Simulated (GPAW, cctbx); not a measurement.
# Bonding in Be2Ge as X-rays see it

Question: by how much does bonding change the X-ray structure factors of Be2Ge, how firmly does DFT give the change, and what does a routine refinement make of it?

The cell comes from substitution in a known structure type and wasn't matched to any measured phase. All numbers below are calculated.

## 1. Find the equilibrium geometry

The density hangs on the geometry, so cell and atoms are relaxed first, with the symmetry held. The cutoff is set higher than for the density because stress converges slowly with plane waves.

Settings: GPAW 26.7.0, PBE, 570 eV, 6×6×4 k-points (along the axes of the calculation cell), Fermi–Dirac width 0.1 eV, BFGS to 0.03 eV/Å.

```text
cell
1.0
     3.911000000    0.000000000    0.000000000
    -1.955500000    3.387025354    0.000000000
     0.000000000    0.000000000    4.719000000
Ge Be
2 4
Direct
0.333333333 0.666666667 0.750000000
0.666666667 0.333333333 0.250000000
0.333333333 0.666666667 0.250000000
0.666666667 0.333333333 0.750000000
0.000000000 0.000000000 0.500000000
0.000000000 0.000000000 0.000000000
```

```console
$ OMP_NUM_THREADS=1 mpirun -n 4 gpaw python run.py > gpaw.log
```

```text
BFGS:    0      -20.147361        1.254478
BFGS:    1      -20.200950        1.176041
BFGS:    2      -20.513998        0.567836
BFGS:    3      -20.606496        0.117653
...
BFGS:   13      -20.666022        0.320498
BFGS:   14      -20.689119        0.228564
BFGS:   15      -20.709247        0.011015
cell  3.8986 3.8986 5.5233  90.00 90.00 120.00
volume 72.703 A^3, largest force 0.000 eV/A, largest stress 0.15 GPa
```

The cell moved far, while the k-mesh and basis were chosen for the start, so the final shape may be somewhat biased.

After 15 steps the volume has changed by +16.3 % and the energy by -0.562 eV; the largest stress left is 0.15 GPa. It took 47 s on 4 cores of Arm Neoverse V2 (shared host), peak memory 0.83 GiB.

Relaxed structure: P6_3/mmc (no. 194), a = 3.8986 Å, b = 3.8986 Å, c = 5.5233 Å, α = 90.00°, β = 90.00°, γ = 120.00°.

| atom | mult. | x | y | z |
| --- | --- | --- | --- | --- |
| Ge1 | 2 | 1/3 | 2/3 | 3/4 |
| Be1 | 2 | 1/3 | 2/3 | 1/4 |
| Be2 | 2 | 0 | 0 | 1/2 |

## 2. The all-electron density

X-rays see the whole electron density, so the PAW density is rebuilt with its core regions. Subtracting spherical free atoms from the same code cancels the cores and leaves the deformation density Δρ, the part due to bonding.

Settings: PBE, 450 eV, 7×7×4 k-points (along the axes of the calculation cell), Fermi–Dirac width 0.1 eV; primitive cell of 6 atoms.

```console
$ OMP_NUM_THREADS=1 mpirun -n 4 gpaw python run.py > gpaw.log
```

```text
|iter:   1|       0s |  -20.801875 | -0.39 |       |
|iter:   2|       0s |  -20.775700 | -2.79 | -1.05 |
|iter:   3|       0s |  -20.649548 | -2.00 | -1.08 |
...
|iter:   6|       1s |  -20.646029c| -5.89 | -2.71 |
|iter:   7|       1s |  -20.646031c| -7.32 | -3.48 |
|iter:   8|       1s |  -20.646030c| -7.91c| -4.22c|
```

```text
grid (40, 40, 56)  electrons 80.000  moved by bonding 0.630 e
deformation density beyond 0.5 A of the nuclei: max 0.067, min -0.061 e/A^3
atom        x       y       z   Voronoi charge  moment
Ge1    0.3333  0.6667  0.7500     -0.018       0.00
Ge2    0.6667  0.3333  0.2500     -0.018       0.00
Be3    0.3333  0.6667  0.2500     -0.082       0.00
Be4    0.6667  0.3333  0.7500     -0.082       0.00
Be5    0.0000  0.0000  0.5000      0.099       0.00
Be6    0.0000  0.0000  0.0000      0.099       0.00
mean inner potential of superposed free atoms 17.475 V
total magnetic moment 0.000 muB
```

Deformation density in a plane through the shortest contact of the Ge atom at the origin, in 0.01 e/Å³ (clipped at ±99); x from -1.6 to 3.9 Å, y from 2.4 down to -2.4 Å:

```text
  1   5   5   3   3   2   1   0  -1   0   2   3  -1  -5  -5  -4
  6   .   .   1   0   1   0  -2  -2   0   2   1  -5   .   .  -5
  2   .   .   2   2   2   0  -1  -1   0   2   2  -2   .   .  -5
  0   1   5   6   5   3   2   1   1   1   2   5   5   1  -2   0
  1   3   6   5   1  -1   1   3   2   0   1   4   6   5   3   2
  1   3   2  -4   .  -4  -3   4   5   2   5   .   3   2   2   1
  1   2   0  -5   .   .  -5   5   6   5   .   .   3   0   1   0
  1   3   2  -3   .  -5  -3   4   5   2   5   .   3   2   2   1
  1   3   5   5   1  -1   1   3   2   0   1   4   6   6   3   2
  0   1   5   6   5   3   2   1   1   1   2   5   5   1  -2   0
  2   .   .   2   2   2   0  -1  -1   0   2   2  -2   .   .  -5
  6   .   .   1   0   1   0  -2  -2   0   2   1  -5   .   .  -5
  1   5   5   3   3   2   1   0  -1   0   2   3  -1  -5  -5  -4
```

Atoms in or within 0.15 Å of the plane: Ge (3.4, -1.9), Ge (3.4, 1.9), Ge (0.0, 0.0), Be (2.2, 0.0), Be (-1.1, -1.9), Be (-1.1, 1.9) Å. Dots mark points within about 0.45 Å of a nucleus; large values next to them are atomic features.

Hardly any net charge crosses the Voronoi midplanes, which need not mean no transfer: free-atom tails already reach into the neighbours' cells. Along the shortest contact from the Ge atom at the map's origin, Ge–Be at 2.25 Å, Δρ is +0.07 e/Å³ at the midpoint: a modest build-up. At the midpoints of other shortest contacts it is 0.00 (Be–Be, 2.64 Å) e/Å³. Point values carry grid noise of about 0.01 e/Å³. The run needed 8 iterations, 5 s.

## 3. Structure factors

The Fourier components of Δρ, added to those of the free atoms, give the static X-ray structure factors; the Mott–Bethe relation turns them into the Fourier components V of the potential that fast electrons feel.

```text
static structure factors of the conventional cell: F in electrons, V (Mott-Bethe) in volts
   h  k  l      d  |F| table  |F| free   |F| DFT   change   |V| free  |V| DFT  change %
   1  0  0  3.3763    25.087    25.092    25.206    0.113     2.090    2.008     -3.9
   1  0  1  2.8807    42.102    42.111    42.017   -0.093     3.341    3.390      1.5
   0  0  2  2.7616    52.535    52.568    52.929    0.361     5.497    5.323     -3.2
   1  0  2  2.1376    30.018    29.992    29.971   -0.021     4.035    4.042      0.2
   1  1  0  1.9493    54.391    54.274    53.919   -0.355     6.163    6.248      1.4
   2  0  0  1.6881    20.574    20.500    20.352   -0.148     1.348    1.374      2.0
   1  0  3  1.6164    34.947    34.817    34.762   -0.055     2.253    2.263      0.4
   2  0  1  1.6144    34.927    34.797    34.724   -0.073     2.251    2.263      0.5
   1  1  2  1.5925    43.402    43.240    43.153   -0.087     3.319    3.333      0.4
   2  0  2  1.4404    25.466    25.366    25.320   -0.045     2.437    2.443      0.2
   0  0  4  1.3808    46.693    46.516    46.686    0.170     4.025    4.005     -0.5
   1  0  4  1.2781    17.762    17.707    17.752    0.044     1.060    1.055     -0.4
   2  1  0  1.2761    17.745    17.691    17.717    0.027     1.058    1.056     -0.3
   2  0  3  1.2443    30.244    30.154    30.186    0.032     1.790    1.787     -0.2
```

The largest X-ray change is +0.36 e on 002, 0.7 % of |F|. For electrons V goes as (Z − F)/g², so a change of F counts against Z − F, which is small at low angle and wherever the atoms' terms cancel: |V| of 100 moves by -3.9 % (2.09 to 2.01 V) against +0.5 % in |F|. The tabulated Hartree–Fock atoms differ from the free DFT atoms by up to 0.18 e, so the choice of reference atom matters too.

## 4. The functional ladder

The same geometry is run with other functionals, to see whether the bonding signal is larger than the spread between approximations. Free atoms are LDA for LDA and PBE otherwise. Any other changed setting is in the row's label.

| run | ΔF 002 (e) | ΔF 110 (e) | ΔF 004 (e) | q(Ge) (e) | moved (e) | time |
| --- | --- | --- | --- | --- | --- | --- |
| PBE | +0.361 | -0.355 | +0.170 | -0.018 | 0.630 | 5 s |
| LDA | +0.381 | -0.334 | +0.162 | -0.026 | 0.625 | 4.7 s |
| RPBE | +0.350 | -0.370 | +0.183 | -0.012 | 0.640 | 5 s |

At the base's settings ΔF(002) spans +0.350 to +0.381 e, a spread of 9 % of the PBE value; over the three listed reflections the spread is at most 12 %, so sign and size hold across the functionals. Times are from shared hosts.

## 5. Refining ordinary atoms against data with bonding

Routine crystallography fits spherical atoms. To see the bias, intensities are simulated from tabulated atoms plus the DFT change ΔF, so that bonding alone can misfit (4476 reflections of the full sphere, merged to the counts below, to 0.4 Å, 0.5 % proportional noise plus counting noise, assumed isotropic U as listed, Δρ smeared by the mean U) and refined with cctbx over different ranges.

```
                    range  data      R1  GooF  U Ge1 (true 0.0044)  U Be1 (true 0.0076)  U Be2 (true 0.0076)  largest shift (Å)  Δρ max, min (e/Å³)
                 all data   259  0.0025  1.14               0.0044               0.0079               0.0079             0.0000         0.14, -0.14
 low resolution, d > 0.84    35  0.0023  1.51               0.0043               0.0074               0.0077             0.0000         0.05, -0.06
     high order, d < 0.75   211  0.0027  1.04               0.0044               0.0079               0.0079             0.0000         0.10, -0.09
occupancies free, d > 0.7    58  0.0021  1.42               0.0044               0.0079               0.0081             0.0000         0.08, -0.06
```

With all data GooF is 1.14, diluted by the many high-angle data; the misfit shows at low resolution; the top residual peak lies 0.80 Å from Ge and 1.45 Å from Be. No U is off by more than 3 s.u. at low resolution. Symmetry fixes every coordinate, so the shifts are zero by construction. With Ge1 held at 1 and the scale free, the other occupancies refine to Be1 1.003(0.009) and Be2 1.001(0.008), within three s.u. of full.

## 6. Answer

Bonding moves 0.63 e in the primitive cell of Be2Ge and changes the structure factors of the conventional cell in the table above by at most 0.36 e (002, 0.7 %), and among reflections above 2 % of the strongest by up to 0.7 % (200). The shortest bond, Ge–Be, has Δρ = +0.07 e/Å³ at its midpoint. At the base's settings ΔF(002) spans +0.350 to +0.381 e, a spread of 9 % of the PBE value; over the three listed reflections the spread is at most 12 %, so sign and size hold across the functionals. With all data GooF is 1.14, diluted by the many high-angle data. Limits: static density, frozen cores, no spin–orbit coupling.

[Outputs are excerpts: Python notices, other lines and further rows are left out; steps that failed or that the build refused (PBEsol, TPSS) are not shown.]

[Logs are printed without paths, hosts, clocks, repeated set-up lines and the standing remarks that a program may print on its own settings, such as how far it seeks lower states.]
